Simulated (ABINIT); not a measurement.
# PbSe (Clausthalite): G0W0 in ABINIT against the bands in the self-energy, part 2 of 2

Aim: move the bands in the self-energy of a G0W0 run on PbSe (Clausthalite) over a wide range.

ABINIT 10.8.3; PBE and many-body steps on it, plane waves. Known limits of the many-body steps: not at the basis limit; model gap, bands may invert with spin-orbit coupling; exchange with frozen shells missing; screening runs away on this mesh; no spin-orbit coupling; coarse k mesh.

So far. Step 2 (Screening, 4×4×4 mesh, 529 bands, screening to 326.5 eV): Local fields lower ε∞ by 9 %. The value itself is an artefact of the mesh, where one narrow direct gap carries too much weight.

## (6) 145 bands

Level of this step: G0W0 on PBE, plane waves, norm-conserving pseudopotentials (ABINIT).

The self-energy is evaluated for the states that the input lists, and the levels follow from it, in one-shot runs by the linearised quasiparticle equation.

Contents of run.abi:

```
acell 3*1.0 Angstrom
rprim 
  -0.000000000000 3.060650000000 3.060650000000
  3.060650000000 0.000000000000 3.060650000000
  3.060650000000 3.060650000000 -0.000000000000
ntypat 2
znucl 82 34
natom 2
typat 1 2
xred 
  0.000000000000 0.000000000000 0.000000000000
  0.500000000000 0.500000000000 0.500000000000
pp_dirpath "pseudos"
pseudos "Pb.upf, Se.upf"
ecut 39
ngkpt 4 4 4
nshiftk 1
shiftk 0 0 0
kptopt 1
chksymbreak 0
istwfk *1
occopt 1
irdwfk 1
optdriver 4
nband 145
gwcalctyp 0
ecutsigx 39
symsigma 1
nkptgw 2
kptgw 
  0.5000000000 0.0000000000 0.0000000000
  0.0000000000 0.0000000000 0.0000000000
bdgw 
  13 18
  13 18
ecuteps 12
irdscr 1
ppmodel 1
indata_prefix "in"
outdata_prefix "out"
tmpdata_prefix "tmp"
```

Launch:

```console
$ OMP_NUM_THREADS=1 mpirun -n 8 abinit run.abi > log
```

Output:

```text
.Version 10.8.3 of ABINIT. v10.8.2 released Aug 2026.

 Symmetries : space group Fm -3 m (#225); Bravais cF (face-center cubic)
[... echo of the input left out ...]
== DATASET  1 ==================================================================
-   mpi_nproc: 8, omp_nthreads: 1 (-1 if OMP is not activated)

--- !DatasetInfo
iteration_state: {dtset: 1, }
dimensions: {natom: 2, nkpt: 8, mband: 145, nsppol: 1, nspinor: 1, nspden: 1, mpw: 4573, }
cutoff_energies: {ecut:  39.0, pawecutdg:  -1.0, }
[...]
Band     E0 <VxcDFT>   SigX SigC(E0)      Z dSigC/dE  Sig(E)    E-E0       E
[...]
17   8.998 -11.271  -7.663  -4.252   0.785  -0.274 -11.777  -0.506   8.493
       18   8.998 -11.271  -7.663  -4.252   0.785  -0.274 -11.777  -0.506   8.493

== END DATASET(S) ==============================================================
================================================================================

 -outvars: echo values of variables after computation  --------
           etotal      0.0000000000E+00
            nband         145
             nkpt           8
          spgroup         225
 [... the other variables as echoed above ...]

 Calculation completed.
```

Run time: 78 s. Hardware: 8 MPI ranks of Intel Xeon Platinum 8259CL at 2.50GHz (Skylake/Cascade Lake), shared host; peak memory 4.2 GiB.

This step gave:

| Item | Value |
| --- | --- |
| G0W0 gap on the points computed | 0.7240 eV |
| starting gap on the mesh | 0.2973 eV |
| k of the valence top | 0.5, 0, 0 |
| k of the conduction bottom | 0.5, 0, 0 |
| least direct G0W0 gap on the computed points | 0.7240 eV |

The gap on the mesh goes from 0.30 eV to 0.72 eV, a correction of +0.43 eV.

## (7) 316 bands

Edit run.abi of step 6 so:

```diff
@@ -24,3 +24,3 @@
 optdriver 4
-nband 145
+nband 316
 gwcalctyp 0
```

Output:

```text
.Version 10.8.3 of ABINIT. v10.8.2 released Aug 2026.

 Symmetries : space group Fm -3 m (#225); Bravais cF (face-center cubic)
[... echo of the input left out ...]
== DATASET  1 ==================================================================
-   mpi_nproc: 8, omp_nthreads: 1 (-1 if OMP is not activated)

--- !DatasetInfo
iteration_state: {dtset: 1, }
dimensions: {natom: 2, nkpt: 8, mband: 316, nsppol: 1, nspinor: 1, nspden: 1, mpw: 4573, }
cutoff_energies: {ecut:  39.0, pawecutdg:  -1.0, }
[...]
Band     E0 <VxcDFT>   SigX SigC(E0)      Z dSigC/dE  Sig(E)    E-E0       E
[...]
17   8.998 -11.271  -7.663  -4.382   0.784  -0.275 -11.878  -0.607   8.391
       18   8.998 -11.271  -7.663  -4.382   0.784  -0.275 -11.878  -0.607   8.391

== END DATASET(S) ==============================================================
================================================================================

 -outvars: echo values of variables after computation  --------
           etotal      0.0000000000E+00
            nband         316
             nkpt           8
          spgroup         225
 [... the other variables as echoed above ...]

 Calculation completed.
```

Elapsed: 2.6 min, on 8 MPI ranks; peak memory 5.2 GiB; 21 min of CPU time.

This step gave:

| Property | Result |
| --- | --- |
| G0W0 gap on the points computed | 0.7880 eV |
| starting gap on the mesh | 0.2973 eV |
| k of the valence top | 0.5, 0, 0 |
| k of the conduction bottom | 0.5, 0, 0 |
| least direct G0W0 gap on the computed points | 0.7880 eV |

Against the run before, the gap moves by +0.064 eV.

## (8) 529 bands

Edit run.abi of step 7 so:

```diff
@@ -24,3 +24,3 @@
 optdriver 4
-nband 316
+nband 529
 gwcalctyp 0
```

Output:

```text
.Version 10.8.3 of ABINIT. v10.8.2 released Aug 2026.

 Symmetries : space group Fm -3 m (#225); Bravais cF (face-center cubic)
[... echo of the input left out ...]
== DATASET  1 ==================================================================
-   mpi_nproc: 8, omp_nthreads: 1 (-1 if OMP is not activated)

--- !DatasetInfo
iteration_state: {dtset: 1, }
dimensions: {natom: 2, nkpt: 8, mband: 529, nsppol: 1, nspinor: 1, nspden: 1, mpw: 4573, }
cutoff_energies: {ecut:  39.0, pawecutdg:  -1.0, }
[...]
Band     E0 <VxcDFT>   SigX SigC(E0)      Z dSigC/dE  Sig(E)    E-E0       E
[...]
17   8.998 -11.271  -7.663  -4.416   0.784  -0.275 -11.904  -0.633   8.365
       18   8.998 -11.271  -7.663  -4.416   0.784  -0.275 -11.904  -0.633   8.365

== END DATASET(S) ==============================================================
================================================================================

 -outvars: echo values of variables after computation  --------
           etotal      0.0000000000E+00
            nband         529
             nkpt           8
          spgroup         225
 [... the other variables as echoed above ...]

 Calculation completed.
```

Run time: 4.4 min. Hardware: 8 MPI ranks; peak memory 6.5 GiB.

Numbers from this step:

```
G0W0 gap on the points computed              : 0.806 eV
starting gap on the mesh                     : 0.2973 eV
k of the valence top                         : 0.5, 0, 0
k of the conduction bottom                   : 0.5, 0, 0
least direct G0W0 gap on the computed points : 0.806 eV
```

Against the run before, the gap moves by +0.018 eV.

## (9) The runs together

Times are wall times on 8 MPI ranks of Intel Xeon Platinum 8259CL at 2.50GHz (Skylake/Cascade Lake), shared host, good to a factor of about two. A run's time includes the screening step that it read.

```tsv
run	mesh	bands	screening cutoff (eV)	DFT gap (eV)	gap on the mesh (eV)	direct (eV)	ε∞ used	time
23 bands	4×4×4	23	326.5	0.297	0.321	0.321	106.55	12 min
31 bands	4×4×4	31	326.5	0.297	0.359	0.359	106.55	12 min
61 bands	4×4×4	61	326.5	0.297	0.568	0.568	106.55	12 min
145 bands	4×4×4	145	326.5	0.297	0.724	0.724	106.55	13 min
316 bands	4×4×4	316	326.5	0.297	0.788	0.788	106.55	14 min
529 bands	4×4×4	529	326.5	0.297	0.806	0.806	106.55	16 min
```

## (10) Outcome

- 23 bands: 0.321 eV
- 31 bands: 0.359 eV
- 61 bands: 0.568 eV
- 145 bands: 0.724 eV
- 316 bands: 0.788 eV
- 529 bands: 0.806 eV
- known limits: not at the basis limit; model gap, bands may invert with spin-orbit coupling; exchange with frozen shells missing; screening runs away on this mesh; no spin-orbit coupling; coarse k mesh

In words: The setting moved: bands in the self-energy. From 23 bands to 529 bands the gap moves by +0.49 eV. The last step still moves it by +0.018 eV. Bands and screening cutoff are coupled, so a series along one setting does not show full convergence. Bands and cutoff are finite, so the gap is not at the basis limit. The miss can reach some tenths of an eV and take either sign; the mesh is an error of its own. In the first G0W0 run levels were corrected at 2 k points alone, so a gap called «on the mesh» is the least over those, and an edge elsewhere would be missed. The 4×4×4 mesh is coarse for this cell, which bears on the long-range parts of exchange and screening. Where an edge is built on 6p states of lead, bismuth or thallium, scalar-relativistic gaps usually stand too wide, by a few tenths to over one eV. With atoms this heavy and so narrow a gap, spin-orbit coupling can invert the bands. These scalar-relativistic gaps are then model values, not to be set against experiment, and a spin-orbit change taken from DFT can't simply be added. The norm-conserving file of at least one element keeps a d shell over frozen s and p shells of the same row. Exchange with those shells is missing from the self-energy, an error of 0.3 to 0.9 eV in cases checked, whose sign depends on which edge lies on those atoms. For the PBE start: On this mesh the RPA ε∞ passes 90, more than nearly any semiconductor shows; a coarse mesh does this where one point with a narrow direct gap carries much weight. The screening is then too strong, and the G0W0 gap should not be taken as the material's.

[Paths, hosts, dates, memory and timing lines, banners, echoed tables and standing remarks are left out of the program output.]

[Logs are printed without paths, hosts, clocks, repeated set-up lines and the standing remarks that a program may print on its own settings, such as how far it seeks lower states.]

[Runs of the session that timed out or met a known fault of the program may be left out.]

[No measured gap is set beside runs whose start may be inverted or whose files or cutoffs have a known fault.]

[Hosts, paths, dates, database ids (printed as entryN), source tags and the programs' standing remarks are cut or masked in the printed files.]

[G0W0 gaps are taken among the corrected bands and points alone; a level outside them can change the order at an edge.]

[Where Ansatz stands beside ABINIT at settings called matched, ABINIT's density can come from a denser mesh and the files from another edition; pairs whose starting gaps differed by over 0.03 eV were left out, so agreement reads better than it is.]
